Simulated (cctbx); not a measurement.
# Symmetry from intensities

Cell: a = 9.9690 Å, b = 9.9690 Å, c = 7.4870 Å, α = 90.00°, β = 90.00°, γ = 120.00°. Expected content of the cell: Cd6 Sr4 Cl2 P6 O24.

Simulated single-crystal data (cctbx): Mo Kα, λ = 0.71073 Å, to d = 0.65 Å, 70 % of the full sphere, strongest reflection 20000 counts, noise from counting, a 4 % proportional error and a noise floor of 4 counts (s.d.); no absorption, some extinction.

A first pass over the reflections prints:

```text
6918 reflections to d = 0.650 A
centring   violations  <I/sigma> of those
    A       2330 of  3442      8.2
    B       2304 of  3446      8.1
    C       2510 of  3462      9.5
    I       2307 of  3430      8.1
    R       3174 of  4601      9.0
    F       3572 of  5175      8.6
Laue class    unique    Rint  (classes that these axes allow; Friedel mates merged)
P -1             4476   0.034
P 1 1 2/m        2588   0.039
P -3             1652   0.043
P -3 1 m          901   0.064
P -3 m 1          949   0.064
P 6/m             885   0.045
P 6/m m m         541   0.065
space group    extra absences  I>4sigma  <I/sigma>
P 6 2 2                 0          0         -  acentric
P 63 2 2                9          0       0.4  acentric
P 6 m m                 0          0         -  acentric
P -6 m 2                0          0         -  acentric
P -6 2 m                0          0         -  acentric
P 6/m m m               0          0         -  centric
Wilson B = 1.59 A^2   <|E^2-1|> = 0.835 (0.968 centric, 0.736 acentric)   E^2>4: 1.0 %
shell (A)         n   <I/sigma>
 8.63 - 1.30     85     31.1
 1.30 - 1.03     71     31.5
 1.03 - 0.90     65     28.3
 0.90 - 0.82     65     26.7
 0.82 - 0.76     64     23.0
 0.76 - 0.72     65     18.9
 0.72 - 0.68     63     20.3
 0.68 - 0.65     63     19.1
```

Q: Read the symmetry from these tables.

Every centring test has many violations, so the lattice is primitive.

Rint stays low (0.034 to 0.065) up to P 6/m m m, the highest class in these axes.

6 settings pass the absence test. The most absences obeyed, 9, belong to P 63 2 2 alone.

⟨|E²−1|⟩ = 0.835 lies between the two ideal values. The Wilson B of 1.59 Å² means U ≈ 0.0201 Å².

The true group is P6_3/m (no. 176), Laue class 6/m, centrosymmetric. It isn't in the list: the twinning raises the apparent Laue symmetry.

The crystal is twinned by the law (-1 0 0 -1 1 0 0 0 -1) with a minor fraction of 0.4; Rint in the higher class falls towards the noise as the fraction nears 1/2.

The model is made up (kin elements in a known structure type, no relaxation), so it says nothing on whether the phase exists.

[Logs are printed without paths, hosts, clocks, repeated set-up lines and the standing remarks that a program may print on its own settings, such as how far it seeks lower states.]
